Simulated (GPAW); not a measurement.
# STM contrast on W2CS2 MXene monolayer, part 2 of 2

Wanted: filled- and empty-state images of W2CS2 MXene monolayer, with its work function.

GPAW 26.7.0; GPAW, PAW setups; layer in a repeated cell with vacuum, relaxation of atoms and in-plane cell (the session's first sound run).

So far. Step 2 (Relaxing the atoms): The relaxation lowered the energy of the cell by 0.542 eV (energies extrapolated to zero smearing; the optimiser's log prints free energies). The largest force left on a free atom is 0.020 eV/Å.

### 3. Plane waves, PBE

The work function is the vacuum plateau of the electrostatic potential less the Fermi level; a dipole layer lets the two faces have plateaus of their own.

This step: GPAW, PAW setups; slab in vacuum (GPAW 26.7.0).

The cell differs from the one that the last finished run ended in (c 19.950 → 19.366 Å).

Contents of run.py:

```python
import json
import numpy as np
from ase import Atoms
from ase.dft.stm import STM
from gpaw import GPAW, PW

slab = Atoms(
    ['S', 'W', 'C', 'W', 'S'],
    positions=[
        [-0.00000, 1.88845, 7.00000],
        [1.63544, 0.94422, 8.61686],
        [0.00000, -0.00000, 9.68318],
        [-0.00000, 1.88845, 10.74951],
        [1.63544, 0.94422, 12.36636]],
    cell=[[3.27088, -0.0, 0.0], [-1.63544, 2.83266, 0.0], [0.0, 0.0, 19.3664]],
    pbc=[True, True, False])

slab.calc = GPAW(mode=PW(500), xc='PBE', kpts={'size': (12, 12, 1), 'gamma': True},
                 occupations={'name': 'fermi-dirac', 'width': 0.05}, nbands='160%',
                 convergence={'density': 1e-05}, maxiter=200,
                 poissonsolver={'dipolelayer': 'xy'},
                 symmetry={'tolerance': 1e-3}, txt='slab.txt')
result = {}
energy = slab.get_potential_energy()
fermi = slab.calc.get_fermi_level()
v = slab.calc.get_electrostatic_potential().mean((0, 1)) - fermi
n = slab.calc.get_pseudo_density().mean((0, 1))
L = slab.cell[2, 2]
z = np.arange(len(v)) * L / len(v)
low, high = slab.positions[:, 2].min(), slab.positions[:, 2].max()
below, above = np.interp([low - 4.8, high + 4.8], z, v)
slopes = [np.interp(x, z, np.gradient(v, z)) for x in (low - 4.8, high + 4.8)]
eps = np.array([[slab.calc.get_eigenvalues(k, s) for k in range(len(slab.calc.get_ibz_k_points()))]
                for s in range(slab.calc.get_number_of_spins())]) - fermi
top, bottom = eps[eps < 0].max(), eps[eps > 0].min()
dipole = slab.get_dipole_moment()[2]
print(f'energy {energy:.4f} eV, Fermi level {fermi:.4f} eV, dipole {dipole:.5f} e A')
print(f'potential 4.8 A off the faces, from the Fermi level: lower {below:.4f} eV, upper {above:.4f} eV')
print(f'slope of the potential there: lower {slopes[0]:.5f}, upper {slopes[1]:.5f} eV/A')
print(f'nearest levels on the mesh: {top:.4f} and {bottom:.4f} eV')
print('magnetic moment', round(slab.get_magnetic_moment(), 3))
result.update(energy=energy, fermi=fermi, dipole=dipole, below=below, above=above, slopes=slopes, edges=[top, bottom],
              z=z.tolist(), v=v.tolist(), n=n.tolist(), positions=slab.positions.tolist(),
              forces=slab.get_forces(apply_constraint=False).tolist(), moments=slab.get_magnetic_moments().tolist())

# Images need the states of the whole zone, up to time reversal
slab.calc = slab.calc.fixed_density(symmetry={'point_group': False}, txt='states.txt', nbands='250%',
                                    convergence={'bands': 'CBM+1.8'})
stm = STM(slab)
result['stm'] = []
for bias in [-2.0, -1.0, 1.5]:
    height = high + 3.0
    current = stm.get_averaged_current(bias, height)
    x, y, h = stm.scan(bias, current)
    i, f = divmod(height / L * stm.ldos.shape[2], 1)
    I = abs((1 - f) * stm.ldos[:, :, int(i)] + f * stm.ldos[:, :, int(i) + 1])
    print(f'bias {bias} V: mean current at 3.0 A {current:.4e}, corrugation {np.ptp(h):.4f} A')
    result['stm'].append(dict(bias=bias, current=current, h=(h - high).tolist(), I=I.tolist()))
json.dump(result, open('result.json', 'w'))
```

Started as:

```sh
OMP_NUM_THREADS=1 OPENBLAS_NUM_THREADS=1 python run.py
```

It took 3.7 min on 1 thread of Intel Xeon Platinum 8488C (Sapphire Rapids), shared host; peak memory 0.69 GiB.

This step gave:

```
dipole along the normal                    : -4.98e-4 e·Å
levels nearest the Fermi level on the mesh : -0.09295, 0.04615 eV from the Fermi level
upper work function                        : 5.089 eV
lower work function                        : 5.078 eV
corrugation -2                             : 0.3045 Å
corrugation -1                             : 0.1864 Å
corrugation 1.5                            : 0.1297 Å
```

Electrostatic potential energy of an electron (without an applied field's), less the Fermi level, planar mean against z:

| z (Å) | electrostatic potential energy of an electron (without an applied field's), less the Fermi level, planar mean (eV) |
| --- | --- |
| 0.0 | 5.08 |
| 0.5 | 5.08 |
| 1.0 | 5.08 |
| 1.5 | 5.08 |
| 2.0 | 5.08 |
| 2.5 | 5.08 |
| 3.0 | 5.08 |
| 3.5 | 5.08 |
| 4.0 | 5.07 |
| 4.5 | 5.06 |
| 5.0 | 4.99 |
| 5.5 | 4.66 |
| 6.0 | 3.04 |
| 6.5 | -4.27 |
| 7.0 | -17.9 |
| 7.5 | -7.55 |
| 8.0 | -9.69 |
| 8.5 | -22.5 |
| 9.0 | -17.2 |
| 9.5 | -13.2 |
| 10.0 | -12.3 |
| 10.5 | -20.4 |
| 11.0 | -19.7 |
| 11.5 | -7.25 |
| 12.0 | -10.3 |
| 12.5 | -16.0 |
| 13.0 | -1.28 |
| 13.5 | 3.74 |
| 14.0 | 4.81 |
| 14.5 | 5.03 |
| 15.0 | 5.08 |
| 15.5 | 5.09 |
| 16.0 | 5.09 |
| 16.5 | 5.09 |
| 17.0 | 5.09 |
| 17.5 | 5.09 |
| 18.0 | 5.09 |
| 18.5 | 5.09 |
| 19.0 | 5.09 |

Table of pseudo valence density, planar mean by z:

```
z (Å)  pseudo valence density, planar mean (e/Å³)
 0.00                                           0
 0.58                                           0
 0.97                                           0
 1.55                                           0
 2.13                                           0
 2.52                                      1.8e-6
 3.10                                      1.4e-5
 3.68                                      7.6e-5
 4.07                                      2.5e-4
 4.65                                     0.00153
 5.23                                     0.00973
 5.62                                      0.0339
 6.20                                       0.189
 6.78                                       0.392
 7.17                                       0.438
 7.75                                       0.452
 8.33                                        1.03
 8.71                                        1.41
 9.30                                       0.685
 9.88                                       0.651
10.46                                        1.11
10.85                                        1.38
11.43                                       0.493
12.01                                       0.484
12.39                                       0.373
12.98                                       0.288
13.56                                      0.0625
13.94                                      0.0182
14.52                                     0.00282
15.11                                      4.6e-4
15.49                                      1.4e-4
16.07                                      2.3e-5
16.66                                      4.8e-6
17.04                                      2.0e-6
17.62                                           0
18.20                                           0
18.59                                           0
19.17                                           0
```

Tip height over the top atom over a1 and a2. Sample bias -2 V, constant current at the mean current 3.0 Å over the top atom.

Values in Å, 12 rows by 16 columns, each cell a mean:
```
2.94 2.94 2.94 2.94 2.95 2.95 2.95 2.95 2.95 2.95 2.95 2.95 2.95 2.94 2.94 2.95
2.95 2.94 2.93 2.92 2.91 2.90 2.90 2.90 2.90 2.91 2.92 2.93 2.94 2.95 2.96 2.96
2.97 2.95 2.92 2.90 2.87 2.85 2.85 2.85 2.87 2.90 2.92 2.95 2.97 2.99 2.99 2.99
2.99 2.95 2.91 2.88 2.85 2.83 2.83 2.85 2.89 2.92 2.96 3.00 3.02 3.03 3.03 3.02
3.00 2.96 2.91 2.87 2.84 2.84 2.86 2.89 2.94 2.99 3.03 3.05 3.07 3.07 3.06 3.04
3.01 2.96 2.91 2.88 2.86 2.87 2.90 2.95 3.00 3.05 3.07 3.09 3.10 3.09 3.08 3.05
3.01 2.96 2.92 2.90 2.90 2.93 2.97 3.02 3.06 3.09 3.11 3.12 3.11 3.10 3.08 3.05
3.00 2.95 2.93 2.92 2.94 2.97 3.02 3.06 3.09 3.11 3.12 3.12 3.12 3.10 3.08 3.04
2.98 2.95 2.94 2.95 2.98 3.01 3.05 3.08 3.10 3.11 3.12 3.11 3.10 3.08 3.05 3.02
2.96 2.94 2.95 2.97 3.00 3.03 3.06 3.08 3.10 3.10 3.10 3.09 3.08 3.06 3.03 2.99
2.95 2.94 2.95 2.97 3.00 3.02 3.04 3.06 3.07 3.07 3.06 3.05 3.03 3.01 2.98 2.96
2.94 2.94 2.95 2.97 2.98 3.00 3.01 3.02 3.03 3.02 3.02 3.00 2.99 2.97 2.96 2.95
```
Columns: a1 from 0 to 0.944; rows upwards: a2 from 0 to 0.944.

Local density of states summed over the bias window over a1 and a2. Sample bias -2 V, constant height 3.0 Å over the top atom.

Ten even steps from '0' (1.65 × 1e-5 arbitrary) to '9' (3.71 × 1e-5 arbitrary):
```
222222333333222222
222222222222222222
222211111111222233
322110000011223333
322100000012234444
332100000123345554
432100001234556655
432100012345677765
432100123457788775
432111234578999875
432112345789999875
322222356799999765
322223457899998754
322234567899987654
222234567788776543
222334556777655433
222334455555544332
222233344444333222
```
Columns: a1 from 0 to 0.944; rows upwards: a2 from 0 to 0.944.

Tip height over the top atom over a1 and a2. Sample bias -1 V, constant current at the mean current 3.0 Å over the top atom.

Ten even steps from '_' (2.90 Å) to '@' (3.09 Å):
```
------------============------------
----------::::::::::::::------------
------::::............::::----------
==----::....______....::----========
==--::....________....::--==++++++++
++==::..__________..::==++++******++
++==::..________..::==++**########**
++==::..______..::==++**##%%%%%%##**
++==::........::==++##%%%%@@@@%%%%##
++==::......::==++##%%@@@@@@@@@@%%##
++==::::::::==++**%%@@@@@@@@@@@@%%**
++----::----++**##%%@@@@@@@@@@%%##**
==--------==++##%%@@@@@@@@@@@@%%##++
==------==++**##%%@@@@@@@@@@%%##**++
--------==++**##%%%%@@@@%%%%##**++==
--------==++**####%%%%%%####**++==--
--------==++++****####****++++==----
--------====++++++++++++++====------
```
Columns: a1 from 0 to 0.944; rows upwards: a2 from 0 to 0.944.

Local density of states summed over the bias window over a1 and a2. Sample bias -1 V, constant height 3.0 Å over the top atom.

Ten even steps from '_' (1.01 × 1e-5 arbitrary) to '@' (1.59 × 1e-5 arbitrary):
```
::::::::::::------------::::::::::::
::::::::::::::::::::::::::::::::::::
::::::::................::::::::::::
--::::....__________....::::--------
--::::..____________..::::--========
==--::..__________..::--====++++++==
==--::..________..::--==++********++
==--::..______..::--==++**######**++
==--::..____..::--==**##%%%%%%%%##**
==--::......::--==**##%%@@@@@@%%##**
==--::....::--==++##%%@@@@@@@@%%##++
==::::::::::==++**%%@@@@@@@@@@%%**++
--::::::::--==**##%%@@@@@@@@%%##**==
--::::::--==++**##%%@@@@@@%%##**++==
::::::::--==++**##%%%%%%%%##**++==--
::::::::--==++****######****++==--::
::::::::--====++++****++++====--::::
::::::::----==============----::::::
```
Columns: a1 from 0 to 0.944; rows upwards: a2 from 0 to 0.944.

Tip height over the top atom over a1 and a2. Sample bias 1.5 V, constant current at the mean current 3.0 Å over the top atom.

Values in Å, 12 rows by 16 columns, each cell a mean:
```
2.99 2.99 2.98 2.98 2.98 2.98 2.98 2.98 2.98 2.98 2.98 2.98 2.98 2.99 2.99 2.99
2.99 2.98 2.98 2.97 2.97 2.96 2.96 2.96 2.96 2.97 2.97 2.98 2.98 2.99 2.99 2.99
2.99 2.98 2.97 2.96 2.95 2.94 2.94 2.94 2.95 2.96 2.97 2.98 2.99 3.00 3.00 3.00
3.00 2.98 2.97 2.95 2.94 2.93 2.93 2.94 2.95 2.97 2.99 3.00 3.01 3.01 3.01 3.01
3.00 2.98 2.96 2.95 2.94 2.94 2.94 2.96 2.98 3.00 3.01 3.02 3.03 3.03 3.03 3.02
3.00 2.98 2.96 2.95 2.95 2.95 2.96 2.98 3.00 3.02 3.03 3.04 3.04 3.04 3.03 3.02
3.00 2.98 2.97 2.96 2.96 2.97 2.99 3.01 3.03 3.04 3.05 3.06 3.05 3.05 3.04 3.02
3.00 2.98 2.97 2.97 2.98 2.99 3.01 3.02 3.04 3.05 3.06 3.06 3.06 3.05 3.03 3.02
2.99 2.98 2.98 2.98 2.99 3.01 3.02 3.04 3.05 3.05 3.06 3.05 3.05 3.04 3.02 3.01
2.99 2.99 2.99 2.99 3.00 3.01 3.03 3.04 3.04 3.05 3.05 3.04 3.04 3.03 3.01 3.00
2.99 2.99 2.99 2.99 3.00 3.01 3.02 3.03 3.03 3.03 3.03 3.02 3.02 3.01 3.00 2.99
2.99 2.99 2.99 2.99 3.00 3.00 3.01 3.01 3.01 3.01 3.01 3.00 3.00 2.99 2.99 2.99
```
Columns: a1 from 0 to 0.944; rows upwards: a2 from 0 to 0.944.

Local density of states summed over the bias window over a1 and a2. Sample bias 1.5 V, constant height 3.0 Å over the top atom.

Ten even steps from '_' (7.40 × 1e-5 arbitrary) to '@' (9.67 × 1e-5 arbitrary):
```
------------------------------------
--------::::::::::::::::::----------
------::::............::::----------
----::::....______....::::----======
==--::....________....::--====++++==
==--::..__________..::--==++++++++++
==--::..________..::--==++********++
==--::..______..::--==++**######**++
==--::........::--==**##%%%%%%%%##**
==--::......::--==**##%%@@@@@@%%##**
==--::::::::--==++##%%@@@@@@@@%%##++
==--::::::--==++**%%@@@@@@@@@@%%**++
==--------==++**##%%@@@@@@@@%%##**++
----------==++**##%%@@@@@@%%##**++==
--------==++++**##%%%%%%%%##**++++==
--------==++++****######****++++==--
--------====++++++****++++++====----
----------==================--------
```
Columns: a1 from 0 to 0.944; rows upwards: a2 from 0 to 0.944.

The potential is flat to 1.5e-5 eV/Å where it is read, so the vacuum is wide enough.

### 4. A changed run

One more run, with changed settings.

run.py: that of step 3 with these lines changed.

```diff
@@ -3,3 +3,2 @@
 from ase import Atoms
-from ase.dft.stm import STM
 from gpaw import GPAW, PW
@@ -18,4 +17,4 @@
 slab.calc = GPAW(mode=PW(500), xc='PBE', kpts={'size': (12, 12, 1), 'gamma': True},
-                 occupations={'name': 'fermi-dirac', 'width': 0.05}, nbands='160%',
-                 convergence={'density': 1e-05}, maxiter=200,
+                 occupations={'name': 'fermi-dirac', 'width': 0.05}, nbands='100%',
+                 convergence={'density': 1e-05}, maxiter=50,
                  poissonsolver={'dipolelayer': 'xy'},
@@ -44,16 +43,2 @@
               forces=slab.get_forces(apply_constraint=False).tolist(), moments=slab.get_magnetic_moments().tolist())
-
-# Images need the states of the whole zone, up to time reversal
-slab.calc = slab.calc.fixed_density(symmetry={'point_group': False}, txt='states.txt', nbands='250%',
-                                    convergence={'bands': 'CBM+1.8'})
-stm = STM(slab)
-result['stm'] = []
-for bias in [-2.0, -1.0, 1.5]:
-    height = high + 3.0
-    current = stm.get_averaged_current(bias, height)
-    x, y, h = stm.scan(bias, current)
-    i, f = divmod(height / L * stm.ldos.shape[2], 1)
-    I = abs((1 - f) * stm.ldos[:, :, int(i)] + f * stm.ldos[:, :, int(i) + 1])
-    print(f'bias {bias} V: mean current at 3.0 A {current:.4e}, corrugation {np.ptp(h):.4f} A')
-    result['stm'].append(dict(bias=bias, current=current, h=(h - high).tolist(), I=I.tolist()))
 json.dump(result, open('result.json', 'w'))
```

Run time: 49 s. Hardware: 1 thread; peak memory 0.23 GiB.

The run ended with an error.

The program's message: “ValueError: zero-size array to reduction operation minimum which has no identity”

The change that led to it: nbands = "100 % of the filled bands".

### 5. Results

```yaml
work_function_upper_and_lower_face: 5.089 and 5.078 eV
dipole_along_the_normal: -5.0e-4 e Å
corrugation_at_minus_2_v: 0.304 Å
corrugation_at_minus_1_v: 0.186 Å
corrugation_at_1p5_v: 0.130 Å
```

In words: The corrugation at constant current is largest at -2 V, where the tip height varies by 0.30 Å over the cell. Negative sample bias images filled states, positive bias empty ones. The images are of Tersoff-Hamann type: an s-wave tip, no tip-sample forces, heights closer than in a microscope. The starting lattice was a guess from atomic radii; the relaxation moved it by 5 %. The small printed dipole stands for a step of 9.7 meV from the lower to the upper face, and the probes find 11 meV; values this small are near the numerical noise of both. The layer's cell and atoms come from the relaxation; spin-orbit coupling and temperature are left out.

[Logs are printed without paths, hosts, clocks, repeated set-up lines and the standing remarks that a program may print on its own settings, such as how far it seeks lower states.]

[Hosts, paths, dates, database ids (printed as entryN), source tags and the programs' standing remarks are cut or masked in the printed files.]
